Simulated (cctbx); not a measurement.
## RbPbCO3F: as given, inverted or twinned?

Space group P-6c2 (no. 188), a = 5.3900 Å, b = 5.3900 Å, c = 9.2450 Å, α = 90.00°, β = 90.00°, γ = 120.00°.

```
atom  mult.       x       y    z  Ueq (Å²)
 Pb1      2       0       0  3/4    0.0146
 Rb1      2     2/3     1/3    0    0.0173
  F1      2       0       0    0    0.0275
  O1      6  0.5325  0.9372  3/4    0.0356
  C1      2     1/3     2/3  3/4    0.0271
```

This is a model crystal, built by substitution and not relaxed, with assumed displacement parameters.

Data sets are simulated with cctbx and refined with Bijvoet mates kept apart; Flack x is then fitted as the share of an inverted twin with the atoms fixed, Hooft y from the Bijvoet differences. The group is acentric but holds improper operations, so there is an absolute structure (orientation) and no hand.

Untwinned crystal. What Flack and Hooft values should come out?

| λ (Å) | extinction (unmodelled) | d min (Å) | top counts | error (%) | model | R1 | Flack x | s.u. | Hooft y | s.u. | pairs |
| --- | --- | --- | --- | --- | --- | --- | --- | --- | --- | --- | --- |
| 0.71073 | 0 | 0.77 | 40000 | 1.5 | as given | 0.0045 | 0.00 | 0.06 | 0.005 | 0.011 | 77 |
| 0.71073 | 0 | 0.77 | 40000 | 1.5 | inverted | 0.0290 | 1.03 | 0.09 | 1.020 | 0.012 | 77 |
| 1.54184 | 0.3 | 0.83 | 20000 | 2 | as given | 0.0081 | 0.01 | 0.03 | 0.007 | 0.010 | 64 |

With Mo Kα, x is within 3 s.u. of 0, so the absolute structure is right, though an s.u. above 0.04 can't exclude a small twin share. With Cu Kα, x is within 3 s.u. of 0, so the absolute structure is right. Inverting the model turns x into about 1 − x.

A further crystal gives:

| λ (Å) | extinction (unmodelled) | d min (Å) | top counts | error (%) | model | R1 | Flack x | s.u. | Hooft y | s.u. | pairs |
| --- | --- | --- | --- | --- | --- | --- | --- | --- | --- | --- | --- |
| 0.6889 | 0 | 0.8 | 70000 | 6 | as given | 0.0235 | 0.76 | 0.07 | 0.796 | 0.035 | 71 |

**Question.** What is it?

It was simulated as an inversion twin with a fraction 0.8 of the inverted domain. Flack x is over 3 s.u. from both 0 and 1 and reads that fraction.

[Logs are printed without paths, hosts, clocks, repeated set-up lines and the standing remarks that a program may print on its own settings, such as how far it seeks lower states.]
